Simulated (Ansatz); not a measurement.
## Work function of Ti(0001): what the settings cost and change: slab, setting PBE, Ansatz PAW (420 eV)

Ansatz 0.2.0; plane-wave DFT, PBE, Ansatz PAW.

A work function rests on the faint tail of the density, so the SCF threshold is tight. PBE on the default files comes first; the next runs keep the geometry and change functional or files, each at the cutoff that its files recommend; a relaxation and, for heavy metals, spin-orbit coupling close the ladder.

Contents of input.yaml:

```yaml
crystal:
  lattice:
    - [2.95, 0.0, 0.0]
    - [1.475, 2.5547749412, 0.0]
    - [0.0, 0.0, 32.0538]
  atoms:
    - { symbol: Ti, position: [0.0, 0.0, 0.2807779421] }
    - { symbol: Ti, position: [0.6666666667, 0.6666666667, 0.3538519614] }
    - { symbol: Ti, position: [0.0, 0.0, 0.4269259807] }
    - { symbol: Ti, position: [0.6666666667, 0.6666666667, 0.5] }
    - { symbol: Ti, position: [0.0, 0.0, 0.5730740193] }
    - { symbol: Ti, position: [0.6666666667, 0.6666666667, 0.6461480386] }
    - { symbol: Ti, position: [0.0, 0.0, 0.7192220579] }
kpoints:
  mp_grid: { grid: [16, 16, 1] }
hamiltonian:
  xc: pbe
scf:
  occupations: { method: fermi_dirac, width: 0.1 }
  convergence: { dr2_threshold: 1.0e-09 }
efield:
  axis: 3
  dipole_correction: true
  ramp_position: 0.97
  ramp_width: 0.06
output:
  write_potential: true
  write_density: true
  volumetric_format: npy
  elf: true
```

Started as:

```
> ansatz run input.yaml --threads 2 --pin off --max-ram 3072MiB --backend cpu --events-out ev --progress --plain --runs-dir out
```

Before running it: what should come out for the work function, upper face; and electron's electrostatic potential energy less the Fermi level against z?

In the vacuum the potential turns flat, and its height over the Fermi level, 4.41 eV, is the work function of the face beside that plateau.

ELF in the ca plane at fractional y = 0.000, with atoms of Ti within 0.2 Å of it. It is the smooth field of the valence electrons, not physical close to the nuclei.

Electrostatic potential energy in the ca plane at fractional y = 0.000, with atoms of Ti within 0.2 Å of it. With pseudopotentials it is smooth inside the atoms' cores, unlike the true potential.

Numbers from this step:

| Property | Result |
| --- | --- |
| work function, upper face | 4.409 eV |

Running mean over 2.3423 Å of the planar mean; the ramp of the sawtooth is left out. The electron's electrostatic potential energy less the Fermi level by z:

z (Å), electron's electrostatic potential energy less the Fermi level (eV) and a bar from the least value:
```
      3.5       4.41 ##############################
      4.0       4.41 ##############################
      4.5       4.40 ##############################
      5.0       4.39 ##############################
      5.5       4.35 ##############################
      6.0       4.23 ##############################
      6.5       3.87 #############################
      7.0       2.88 ##########################
      7.5       0.37 ###################
      8.0      -3.14 ##########
      8.5      -5.87 ##
      9.0      -6.73 
      9.5      -6.70 
     10.0      -6.59 
     10.5      -6.56 #
     11.0      -6.59 
     11.5      -6.63 
     12.0      -6.66 
     12.5      -6.66 
     13.0      -6.65 
     13.5      -6.65 
     14.0      -6.66 
     14.5      -6.67 
     15.0      -6.68 
     15.5      -6.68 
     16.0      -6.68 
     16.5      -6.68 
     17.0      -6.68 
     17.5      -6.67 
     18.0      -6.66 
     18.5      -6.65 
     19.0      -6.65 
     19.5      -6.66 
     20.0      -6.66 
     20.5      -6.63 
     21.0      -6.59 
     21.5      -6.56 #
     22.0      -6.58 
     22.5      -6.69 
     23.0      -6.76 
     23.5      -6.04 ##
     24.0      -3.50 #########
     24.5       0.02 ##################
     25.0       2.69 #########################
     25.5       3.81 ############################
     26.0       4.20 #############################
     26.5       4.34 ##############################
     27.0       4.39 ##############################
     27.5       4.40 ##############################
     28.0       4.41 ##############################
     28.5       4.41 ##############################
```

Valence density in the ca plane at fractional y = 0.000, with atoms of Ti within 0.2 Å of it.

Values in units of 1e0 e/Å³, 5 rows by 16 columns, each cell a mean:
```
0.2 4.3 2.3 0.2 0.2 0.5 5.5 0.8 0.2 0.2 1.7 4.9 0.2 0.0 0.0 0.0
0.2 0.4 0.3 0.2 0.3 0.2 0.5 0.2 0.3 0.3 0.3 0.4 0.1 0.0 0.0 0.0
0.2 0.2 0.2 0.3 0.5 0.2 0.2 0.2 0.4 0.3 0.2 0.2 0.1 0.0 0.0 0.0
0.2 1.1 0.6 0.2 0.3 0.2 1.3 0.3 0.2 0.2 0.5 1.2 0.1 0.0 0.0 0.0
0.3 5.9 3.2 0.2 0.2 0.7 7.5 1.2 0.2 0.2 2.3 6.7 0.2 0.0 0.0 0.0
```
Columns run along c (16.0 Å, from fractional 0.38 to 0.88 of the cell), rows up along a (3.0 Å). Atoms in or near the plane, at fractional coordinates: Ti at (0.43, 0.00), Ti at (0.57, 0.00), Ti at (0.72, 0.00).

Ten even steps from '0' (0.00) to '9' (0.73), each cell a mean:
```
74375583478887438557347878843755830010000000
44237742343334424774244333542477411111000000
23322223421212332222342121243222224432100000
13653346412421464334641232146433456642100000
13532234412321353223541232145322245542100000
34224422332223322442243222342244212221000000
64267762366566426776246556742677720111000000
84483284489998448227448999943722830000000000
```
Columns run along c (16.0 Å, from fractional 0.38 to 0.88 of the cell), rows up along a (3.0 Å). Atoms in or near the plane, at fractional coordinates: Ti at (0.43, 0.00), Ti at (0.57, 0.00), Ti at (0.72, 0.00).

Values in eV, 5 rows by 16 columns, each cell a mean:
```
  3 -27 -18   5   5  -4 -30  -7   5   5 -14 -29   0   8   9   9
  3  -4   0   1  -3   3  -6   3  -2   0   1  -5   5   9   9   9
  3   4   5  -2  -8   5   3   5  -7  -3   5   3   7   9   9   9
  3 -12  -6   3   1   1 -15   0   1   2  -4 -14   4   8   9   9
  2 -29 -21   5   6  -6 -33 -10   6   6 -17 -31  -1   8   9   9
```
Columns run along c (16.0 Å, from fractional 0.38 to 0.88 of the cell; values clipped at the 3rd and 97th percentile), rows up along a (3.0 Å). Atoms in or near the plane, at fractional coordinates: Ti at (0.43, 0.00), Ti at (0.57, 0.00), Ti at (0.72, 0.00).

[Logs are printed without paths, hosts, clocks, repeated set-up lines and the standing remarks that a program may print on its own settings, such as how far it seeks lower states.]

[Hosts, paths, dates, database ids (printed as entryN), source tags and the programs' standing remarks are cut or masked in the printed files.]

[Maps of the electrostatic potential energy from Ansatz leave out the sawtooth potential of an applied field or a dipole correction, so their vacuum need not be flat; planar profiles and work functions include it.]
